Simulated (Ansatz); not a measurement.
# N on Ru(0001): change of the work function

Aim: the work function of Ru(0001) at several coverages of N (fcc site), and the dipole that each adsorbate carries.

Program: Ansatz 0.2.0. Level of theory: plane-wave DFT, PBE, Ansatz PAW. Results are calculated unless marked as measured.

Report form: the programs' logs are mostly left out.

**1. The structure**

The cell holds 4 atoms: 4 Ru. Cell: a = 2.700 Å, b = 2.700 Å, c = 24.415 Å, α = 90.0°, β = 90.0°, γ = 60.0°. Vacuum lies along c.

**2. The clean slab**

The bare slab comes first, as the zero from which every change is counted. The two lowest layers are held at bulk places and the upper ones relax. The dipole correction removes the false field that a one-sided slab makes across the periodic vacuum, so each face gets a flat vacuum level of its own.

input.yaml reads:

```yaml
crystal:
  lattice:
    - [2.7, 0.0, 0.0]
    - [1.35, 2.3382685902, 0.0]
    - [0.0, 0.0, 24.4152]
  atoms:
    - { symbol: Ru, position: [0.6666666667, 0.6666666667, 0.3686228251] }
    - { symbol: Ru, position: [0.0, 0.0, 0.4562076084] }
    - { symbol: Ru, position: [0.6666666667, 0.6666666667, 0.5437923916] }
    - { symbol: Ru, position: [0.0, 0.0, 0.6313771749] }
kpoints:
  mp_grid: { grid: [12, 12, 1] }
hamiltonian:
  xc: pbe
scf:
  occupations: { method: fermi_dirac, width: 0.1 }
  convergence: { dr2_threshold: 1.0e-08 }
efield:
  axis: 3
  dipole_correction: true
  ramp_position: 0.97
  ramp_width: 0.06
relax:
  f_tol: 0.02
  max_steps: 60
  constraints: [{ sites: [0, 1] }]
output:
  write_potential: true
  write_density: true
  volumetric_format: npy
```

The run is started by

```bash
ansatz run input.yaml --threads 4 --pin off --max-ram 6144MiB --backend cpu --events-out ev --progress --plain --runs-dir out
```

Wall time 9.7 s (4 threads of Arm Neoverse V1, shared host); peak memory 0.45 GiB; 37 s of CPU time.

Relaxation path:

| step | energy less that of the first step (eV) | largest force component (eV/Å) |
| --- | --- | --- |
| 1 | 0.0000 | 0.5365 |
| 2 | -0.0100 | 0.2640 |
| 3 | -0.0132 | 0.0173 |

The run keeps the 6 symmetry operations that it works with, so distortions that break them were not tested.

The atoms that moved most (Å):

| atom | dx | dy | dz | length |
| --- | --- | --- | --- | --- |
| Ru4 | 0.000 | 0.000 | -0.034 | 0.034 |
| Ru3 | 0.000 | 0.000 | 0.019 | 0.019 |

The relaxed structure:

```cif
data_structure
_symmetry_space_group_name_H-M 'P 1'
_symmetry_Int_Tables_number 1
_cell_length_a 2.7000
_cell_length_b 2.7000
_cell_length_c 24.4152
_cell_angle_alpha 90.000
_cell_angle_beta 90.000
_cell_angle_gamma 60.000
_cell_volume 154.14
loop_
_atom_site_label
_atom_site_type_symbol
_atom_site_fract_x
_atom_site_fract_y
_atom_site_fract_z
_atom_site_occupancy
Ru1 Ru 0.66667 0.66667 0.36862 1
Ru2 Ru 0.00000 0.00000 0.45621 1
Ru3 Ru 0.66667 0.66667 0.54459 1
Ru4 Ru 0.00000 0.00000 0.62999 1
```

This step gave:

```
energy at zero smearing        : -23512.6524 eV
work function, upper face      : 5.046 eV
work function, lower face      : 5.075 eV
dipole along the normal        : 0.001038 e·Å
step between the vacuum levels : -0.02975 eV
```

Running mean over 2.138 Å of the planar mean; the ramp of the sawtooth is left out. Electron's electrostatic potential energy less the Fermi level against z:

| z (Å) | electron's electrostatic potential energy less the Fermi level (eV) |
| --- | --- |
| 3.0 | 5.08 |
| 3.5 | 5.07 |
| 4.0 | 5.07 |
| 4.5 | 5.07 |
| 5.0 | 5.07 |
| 5.5 | 5.05 |
| 6.0 | 4.98 |
| 6.5 | 4.76 |
| 7.0 | 3.94 |
| 7.5 | 0.744 |
| 8.0 | -6.27 |
| 8.5 | -12.3 |
| 9.0 | -14.2 |
| 9.5 | -14.5 |
| 10.0 | -14.6 |
| 10.5 | -14.7 |
| 11.0 | -14.8 |
| 11.5 | -14.8 |
| 12.0 | -14.6 |
| 12.5 | -14.7 |
| 13.0 | -14.9 |
| 13.5 | -15.0 |
| 14.0 | -15.4 |
| 14.5 | -15.4 |
| 15.0 | -14.8 |
| 15.5 | -14.1 |
| 16.0 | -11.4 |
| 16.5 | -4.48 |
| 17.0 | 1.85 |
| 17.5 | 4.21 |
| 18.0 | 4.81 |
| 18.5 | 4.98 |
| 19.0 | 5.03 |
| 19.5 | 5.04 |
| 20.0 | 5.04 |
| 20.5 | 5.05 |
| 21.0 | 5.05 |

The relaxation took 3 steps and lowered the energy by 0.013 eV; the largest force on the free atoms ends at 0.017 eV/Å.

The work function of the upper face is 5.05 eV.

**3. The covered slab, k-mesh 6×6×1, coverage 0.25 ML**

System of this step: N/Ru(0001). The cell holds 17 atoms: 16 Ru and 1 N. Cell: a = 5.400 Å, b = 5.400 Å, c = 25.983 Å, α = 90.0°, β = 90.0°, γ = 60.0°. Vacuum lies along c.

The clean slab as it ended is repeated in the plane and the adsorbate is set on one face; the cell's size fixes the coverage, and the k-mesh shrinks with it to keep the sampling density about even. Adsorbate and upper layers relax, since the dipole depends on the height.

input.yaml reads:

```yaml
crystal:
  lattice:
    - [5.4, 0.0, 0.0]
    - [2.7, 4.6765371804, 0.0]
    - [0.0, 0.0, 25.9830787764]
  atoms:
    - { symbol: Ru, position: [0.3333333333, 0.3333333333, 0.3463792754] }
    - { symbol: Ru, position: [0.0, 0.0, 0.4286789913] }
    - { symbol: Ru, position: [0.3333333333, 0.3333333333, 0.511724914] }
    - { symbol: Ru, position: [0.0, 0.0, 0.5919740069] }
    - { symbol: Ru, position: [0.3333333333, 0.8333333333, 0.3463792754] }
    - { symbol: Ru, position: [0.0, 0.5, 0.4286789913] }
    - { symbol: Ru, position: [0.3333333333, 0.8333333333, 0.511724914] }
    - { symbol: Ru, position: [0.0, 0.5, 0.5919740069] }
    - { symbol: Ru, position: [0.8333333333, 0.3333333333, 0.3463792754] }
    - { symbol: Ru, position: [0.5, 0.0, 0.4286789913] }
    - { symbol: Ru, position: [0.8333333333, 0.3333333333, 0.511724914] }
    - { symbol: Ru, position: [0.5, 0.0, 0.5919740069] }
    - { symbol: Ru, position: [0.8333333333, 0.8333333333, 0.3463792754] }
    - { symbol: Ru, position: [0.5, 0.5, 0.4286789913] }
    - { symbol: Ru, position: [0.8333333333, 0.8333333333, 0.511724914] }
    - { symbol: Ru, position: [0.5, 0.5, 0.5919740069] }
    - { symbol: "N", position: [0.1666666667, 0.1666666667, 0.6536207246] }
kpoints:
  mp_grid: { grid: [6, 6, 1] }
hamiltonian:
  xc: pbe
scf:
  occupations: { method: fermi_dirac, width: 0.1 }
  convergence: { dr2_threshold: 1.0e-08 }
efield:
  axis: 3
  dipole_correction: true
  ramp_position: 0.97
  ramp_width: 0.06
relax:
  f_tol: 0.02
  max_steps: 60
  constraints: [{ sites: [0, 1, 4, 5, 8, 9, 12, 13] }]
output:
  dos: { projected: true, e_range: [-8, 4] }
  write_potential: true
  write_density: true
  volumetric_format: npy
  elf: true
```

It took 2.8 min on 4 threads; peak memory 2.5 GiB; 11 min of CPU time.

This run has no spin polarisation although its electron count is odd.

Step by step:

| step | energy less that of the first step (eV) | largest force component (eV/Å) |
| --- | --- | --- |
| 1 | 0.0000 | 4.0719 |
| 2 | -0.9810 | 1.9836 |
| 3 | -1.1496 | 0.7133 |
| 4 | -1.1898 | 0.2607 |
| 5 | -1.2131 | 0.2645 |
| 6 | -1.2150 | 0.1731 |
| 7 | -1.2178 | 0.0044 |

Forces are held to the 6 operations that the run works with; a distortion that breaks them can't arise in this run.

The atoms that moved most (Å):

| atom | dx | dy | dz | length |
| --- | --- | --- | --- | --- |
| N17 | 0.000 | 0.000 | -0.436 | 0.436 |
| Ru8 | 0.000 | 0.055 | 0.098 | 0.112 |
| Ru12 | 0.047 | -0.027 | 0.098 | 0.112 |
| Ru4 | -0.047 | -0.027 | 0.098 | 0.112 |
| Ru15 | 0.000 | 0.000 | -0.041 | 0.041 |
| Ru16 | 0.000 | 0.000 | -0.026 | 0.026 |
| Ru11 | 0.004 | -0.003 | -0.008 | 0.010 |
| Ru7 | 0.000 | 0.005 | -0.008 | 0.010 |

The relaxed structure:

```
Ru N
1.0
     5.40000    0.00000    0.00000
     2.70000    4.67654    0.00000
     0.00000    0.00000   25.98308
Ru N
16 1
Direct
  0.33333 0.33333 0.34638
  0.00000 0.00000 0.42868
  0.33279 0.33279 0.51140
  0.99415 0.99415 0.59574
  0.33333 0.83333 0.34638
  0.00000 0.50000 0.42868
  0.33279 0.83442 0.51140
  0.99415 0.51170 0.59574
  0.83333 0.33333 0.34638
  0.50000 0.00000 0.42868
  0.83442 0.33279 0.51140
  0.51170 0.99415 0.59574
  0.83333 0.83333 0.34638
  0.50000 0.50000 0.42868
  0.83333 0.83333 0.51013
  0.50000 0.50000 0.59096
  0.16667 0.16667 0.63684
```

Numbers from this step:

```
energy at zero smearing        : -94434.8615 eV
work function, upper face      : 5.369 eV
work function, lower face      : 5.062 eV
dipole along the normal        : -0.04293 e·Å
step between the vacuum levels : 0.3076 eV
```

Running mean over 2.138 Å of the planar mean; the ramp of the sawtooth is left out. Electron's electrostatic potential energy less the Fermi level against z:

| z (Å) | electron's electrostatic potential energy less the Fermi level (eV) |
| --- | --- |
| 4 | 5.06 |
| 5 | 5.05 |
| 6 | 4.97 |
| 7 | 3.92 |
| 8 | -6.28 |
| 9 | -14.3 |
| 10 | -14.7 |
| 11 | -14.9 |
| 12 | -14.9 |
| 13 | -14.9 |
| 14 | -14.5 |
| 15 | -14.7 |
| 16 | -13.3 |
| 17 | 0.0645 |
| 18 | 4.85 |
| 19 | 5.35 |
| 20 | 5.37 |
| 21 | 5.37 |
| 22 | 5.37 |

The density of states has structure finer than the step of the table below, so its rows give means over 0.25 eV, whole bins alone (the curve runs from -8 to 1.98 eV). Peaks (eV: height): -3.580: 38.1, -3.400: 48.0, -2.920: 41.0, -1.890: 44.4, -1.710: 53.8, 0.000: 51.0, 0.960: 44.1.

Table of density of states by energy, zero at the Fermi level; means over each step:

| energy (eV) | density of states (states/eV a cell) |
| --- | --- |
| -7.75 | 0 |
| -7.50 | 0.169 |
| -7.25 | 0.903 |
| -7.00 | 0.969 |
| -6.75 | 1.26 |
| -6.50 | 1.89 |
| -6.25 | 7.91 |
| -6.00 | 10.9 |
| -5.75 | 17.0 |
| -5.50 | 22.0 |
| -5.25 | 25.5 |
| -5.00 | 16.8 |
| -4.75 | 17.7 |
| -4.50 | 21.5 |
| -4.25 | 23.6 |
| -4.00 | 19.9 |
| -3.75 | 15.8 |
| -3.50 | 21.4 |
| -3.25 | 15.7 |
| -3.00 | 20.7 |
| -2.75 | 27.4 |
| -2.50 | 25.7 |
| -2.25 | 25.2 |
| -2.00 | 29.5 |
| -1.75 | 27.6 |
| -1.50 | 24.5 |
| -1.25 | 18.8 |
| -1.00 | 18.4 |
| -0.75 | 19.1 |
| -0.50 | 16.5 |
| -0.25 | 18.9 |
| 0.00 | 20.7 |
| 0.25 | 20.7 |
| 0.50 | 21.2 |
| 0.75 | 22.9 |
| 1.00 | 26.2 |
| 1.25 | 25.9 |
| 1.50 | 22.7 |
| 1.75 | 12.8 |

Projected DOS per atom over height of the atomic layer and energy from the Fermi level. Layers: Ru4 Ru4 Ru4 Ru4 N from below.

Ten even steps from '0' (0.00 states/eV) to '9' (2.44 states/eV), each cell a mean:
```
32321
57641
66551
64551
53351
62351
53341
74461
95561
76661
66761
34440
44431
55641
45452
36534
27646
03434
00012
00000
00000
00000
```
Columns: height of the atomic layer (Å) from 9 to 16.5 (not evenly spaced); rows upwards: energy from the Fermi level (eV) from -7.96 to 1.95.

Valence density in the ca plane at fractional y = 0.000, with atoms of Ru within 0.2 Å of it. It is the smooth field of the valence electrons, not physical close to the nuclei.

Ten steps, logarithmic in the rise over the least value, from '0' (0.00 × 1e0 e/Å³) to '9' (9.53 × 1e0 e/Å³), each cell a mean:
```
22333358998433333358998420000000000000000000
23443346775333443346875310000000000000000000
24554333443335654334443210000000000000000000
24664333333335664333433210000000000000000000
24554334664334543335664210000000000000000000
23333347987433333357997410000000000000000000
12333358998533333368998420000000000000000000
22333358998433333358997421000000000000000000
23443346775333443346775432000000000000000000
24554333443334654333444432100000000000000000
24665333333335664323334442100000000000000000
24554334654334553334554432100000000000000000
23333347887433333347886421000000000000000000
12333358998533333368998421000000000000000000
```
Columns run along c (16.0 Å, from fractional 0.31 to 0.92 of the cell), rows up along a (5.4 Å). Atoms in or near the plane, at fractional coordinates: Ru at (0.43, 0.00), Ru at (0.60, 0.99), Ru at (0.43, 0.50), Ru at (0.60, 0.51).

ELF in the ca plane at fractional y = 0.000, with atoms of Ru within 0.2 Å of it. It is the smooth field of the valence electrons, not physical close to the nuclei.

Ten even steps from '0' (0.00) to '9' (0.75), each cell a mean:
```
44433348778333334348678311000000000000000000
33333335774333333335775211000000000000000000
24553333333334553333443332100000000000000000
24654333333334653333444332100000000000000000
23443333553333433334554221100000000000000000
33333337886333333347887311000000000000000000
44444358558434334358568311000000000000000000
44433348778334334347777322200000000000000000
33333335775333333335664466420000000000000000
23553333333333553333235898631000000000000000
24654333333324663233236999631000000000000000
23443333553333443333434687520000000000000000
33333337886333333447885344310000000000000000
44444358558434334358568311100000000000000000
```
Columns run along c (16.0 Å, from fractional 0.31 to 0.92 of the cell), rows up along a (5.4 Å). Atoms in or near the plane, at fractional coordinates: Ru at (0.43, 0.00), Ru at (0.60, 0.99), Ru at (0.43, 0.50), Ru at (0.60, 0.51).

Electrostatic potential energy in the ca plane at fractional y = 0.000, with atoms of Ru within 0.2 Å of it. With pseudopotentials it is smooth inside the atoms' cores, unlike the true potential.

Values in eV, 8 rows by 16 columns, each cell a mean:
```
  4   2 -25 -58   0   1  -6 -68 -15   9  10  10  10  10  10  10
 -6 -12   1  -3  -1 -17   2  -6   4   9  10  10  10  10  10  10
 -3  -7  -3 -14   0 -11   1 -20   1   9  10  10  10  10  10  10
  6   4 -34 -71  -1   4  -8 -79 -21   9  10  10  10  10  10  10
  4   2 -25 -58   0   1  -4 -60 -12   9  10  10  10  10  10  10
 -6 -12   2  -3   0 -18   2  -2   2   9  10  10  10  10  10  10
 -3  -7  -3 -14   0 -12   2 -13   0   9  10  10  10  10  10  10
  6   4 -33 -70  -1   3  -7 -74 -19   9  10  10  10  10  10  10
```
Columns run along c (16.0 Å, from fractional 0.31 to 0.92 of the cell; values clipped at the 3rd and 97th percentile), rows up along a (5.4 Å). Atoms in or near the plane, at fractional coordinates: Ru at (0.43, 0.00), Ru at (0.60, 0.99), Ru at (0.43, 0.50), Ru at (0.60, 0.51).

The relaxation took 7 steps and lowered the energy by 1.2 eV; the largest force on the free atoms ends at 0.0044 eV/Å.

By hand: a sheet of dipoles makes a step −p/(ε₀A) in the electron's potential. With e/ε₀ = 180.95 V·Å, p = -0.04293 e·Å and A = 25.25 Å², that is −180.95 × (-0.04293) / 25.25 = +0.308 eV, and the two vacuum levels of the run differ by +0.308 eV.

The covered face has 5.37 eV, +0.32 eV against the clean one; the bare back face has moved by -0.01 eV, a measure of how thin the slab is.

**4. The covered slab, k-mesh 12×12×1, coverage 1 ML**

System of this step: N/Ru(0001). The cell holds 5 atoms: 4 Ru and 1 N. Cell: a = 2.700 Å, b = 2.700 Å, c = 25.983 Å, α = 90.0°, β = 90.0°, γ = 60.0°. Vacuum lies along c.

Another coverage, to see how the dipoles act on each other as their distance changes.

input.yaml, the sections that differ from step 3:

```yaml
crystal:
  lattice:
    - [2.7, 0.0, 0.0]
    - [1.35, 2.3382685902, 0.0]
    - [0.0, 0.0, 25.9830787764]
  atoms:
    - { symbol: Ru, position: [0.6666666667, 0.6666666667, 0.3463792754] }
    - { symbol: Ru, position: [0.0, 0.0, 0.4286789913] }
    - { symbol: Ru, position: [0.6666666667, 0.6666666667, 0.511724914] }
    - { symbol: Ru, position: [0.0, 0.0, 0.5919740069] }
    - { symbol: "N", position: [0.3333333333, 0.3333333333, 0.6536207246] }
kpoints:
  mp_grid: { grid: [12, 12, 1] }
relax:
  f_tol: 0.02
  max_steps: 60
  constraints: [{ sites: [0, 1] }]
output:
  write_potential: true
  write_density: true
  volumetric_format: npy
# hamiltonian, scf, efield: as in step 3
```

The job ended after 19 s (4 threads; peak memory 0.48 GiB; 72 s of CPU time).

Relaxation path:

| step | energy less that of the first step (eV) | largest force component (eV/Å) |
| --- | --- | --- |
| 1 | 0.0000 | 6.0126 |
| 2 | -1.1778 | 1.6776 |
| 3 | -1.2573 | 0.2154 |
| 4 | -1.2587 | 0.0368 |
| 5 | -1.2589 | 0.0064 |

The run keeps the 6 symmetry operations that it works with, so distortions that break them were not tested.

The atoms that moved most (Å):

| atom | dx | dy | dz | length |
| --- | --- | --- | --- | --- |
| Ru4 | 0.000 | 0.000 | 0.257 | 0.257 |
| N5 | 0.000 | 0.000 | -0.146 | 0.146 |
| Ru3 | 0.000 | 0.000 | -0.053 | 0.053 |

The relaxed structure:

```xyz
5
Lattice="2.7000 0.0000 0.0000 1.3500 2.3383 0.0000 0.0000 0.0000 25.9831" Properties=species:S:1:pos:R:3
Ru    2.7000    1.5588    9.0000
Ru    0.0000    0.0000   11.1384
Ru    2.7000    1.5588   13.2428
Ru    0.0000    0.0000   15.6384
N     1.3500    0.7794   16.8368
```

Numbers from this step:

```
energy at zero smearing        : -23896.1090 eV
work function, upper face      : 7.113 eV
work function, lower face      : 5.080 eV
dipole along the normal        : -0.07095 e·Å
step between the vacuum levels : 2.033 eV
```

Running mean over 2.138 Å of the planar mean; the ramp of the sawtooth is left out. Electron's electrostatic potential energy less the Fermi level against z:

z (Å), electron's electrostatic potential energy less the Fermi level (eV) and a bar from the least value:
```
      3.5        5.1 ############################
      4.0        5.1 ############################
      4.5        5.1 ############################
      5.0        5.1 ############################
      5.5        5.1 ###########################
      6.0        5.0 ###########################
      6.5        4.8 ###########################
      7.0        3.9 ##########################
      7.5        0.7 ######################
      8.0       -6.3 ##############
      8.5      -12.4 ######
      9.0      -14.3 ####
      9.5      -14.6 ####
     10.0      -14.7 ###
     10.5      -14.9 ###
     11.0      -15.0 ###
     11.5      -15.1 ###
     12.0      -15.4 ###
     12.5      -15.2 ###
     13.0      -14.8 ###
     13.5      -14.2 ####
     14.0      -12.3 ######
     14.5      -11.3 ########
     15.0      -13.4 #####
     15.5      -16.0 ##
     16.0      -17.6 
     16.5      -13.5 #####
     17.0       -5.5 ###############
     17.5        0.1 #####################
     18.0        4.1 ##########################
     18.5        6.6 #############################
     19.0        7.0 ##############################
     19.5        7.1 ##############################
     20.0        7.1 ##############################
     20.5        7.1 ##############################
     21.0        7.1 ##############################
     21.5        7.1 ##############################
     22.0        7.1 ##############################
     22.5        7.1 ##############################
```

The relaxation took 5 steps and lowered the energy by 1.3 eV; the largest force on the free atoms ends at 0.0064 eV/Å.

The covered face has 7.11 eV, +2.07 eV against the clean one; the bare back face has moved by +0.00 eV, a measure of how thin the slab is.

**5. Work function against coverage**

This step: plane-wave DFT, PBE, Ansatz PAW; work function against coverage (Ansatz 0.2.0).

The runs are now put side by side.

Numbers from this step:

```
work function of the clean face     : 5.046 eV
largest change of the work function : 2.068 eV
```

The work function of the covered face by coverage:

| coverage (adsorbates/nm²) | work function of the covered face (eV) |
| --- | --- |
| 0.00 | 5.05 |
| 3.96 | 5.37 |
| 15.84 | 7.11 |

The dipole per adsorbate comes from the change of the cell's dipole. Coverage, by row:

| coverage (1/nm²) | coverage (ML) | work function (eV) | change (eV) | dipole per adsorbate, positive end outwards (debye) | mean height of the added atoms over the highest substrate atom (Å) |
| --- | --- | --- | --- | --- | --- |
| 3.96 | 0.25 | 5.369 | 0.3235 | -0.226 | 1.068 |
| 15.84 | 1 | 7.113 | 2.068 | -0.346 | 1.198 |

**6. Summary of results**

| Item | Value |
| --- | --- |
| work function of the clean face | 5.05 eV |
| work function at 0.25 ML | 5.37 eV |
| work function at 1 ML | 7.11 eV |
| dipole per adsorbate at 0.25 ML, positive end outwards | -0.23 D |

In words: N raises the work function of Ru(0001) at the lowest coverage, by 0.32 eV: the adsorbate layer has its negative end outwards. The slab has 4 layers, at the tabulated experimental lattice constant, one starting site was run, and quantum-size effects of a slab this thin can reach one or two tenths of an eV.

[Logs are printed without paths, hosts, clocks, repeated set-up lines and the standing remarks that a program may print on its own settings, such as how far it seeks lower states.]

[Hosts, paths, dates, database ids (printed as entryN), source tags and the programs' standing remarks are cut or masked in the printed files.]

[Maps of the electrostatic potential energy from Ansatz leave out the sawtooth potential of an applied field or a dipole correction, so their vacuum need not be flat; planar profiles and work functions include it.]

[The density of states shown here was stored with 400 of the rows of the run's finer table, so its peaks can read low, often by over a quarter, or be missed, and its means over a window can be off by a tenth or more.]
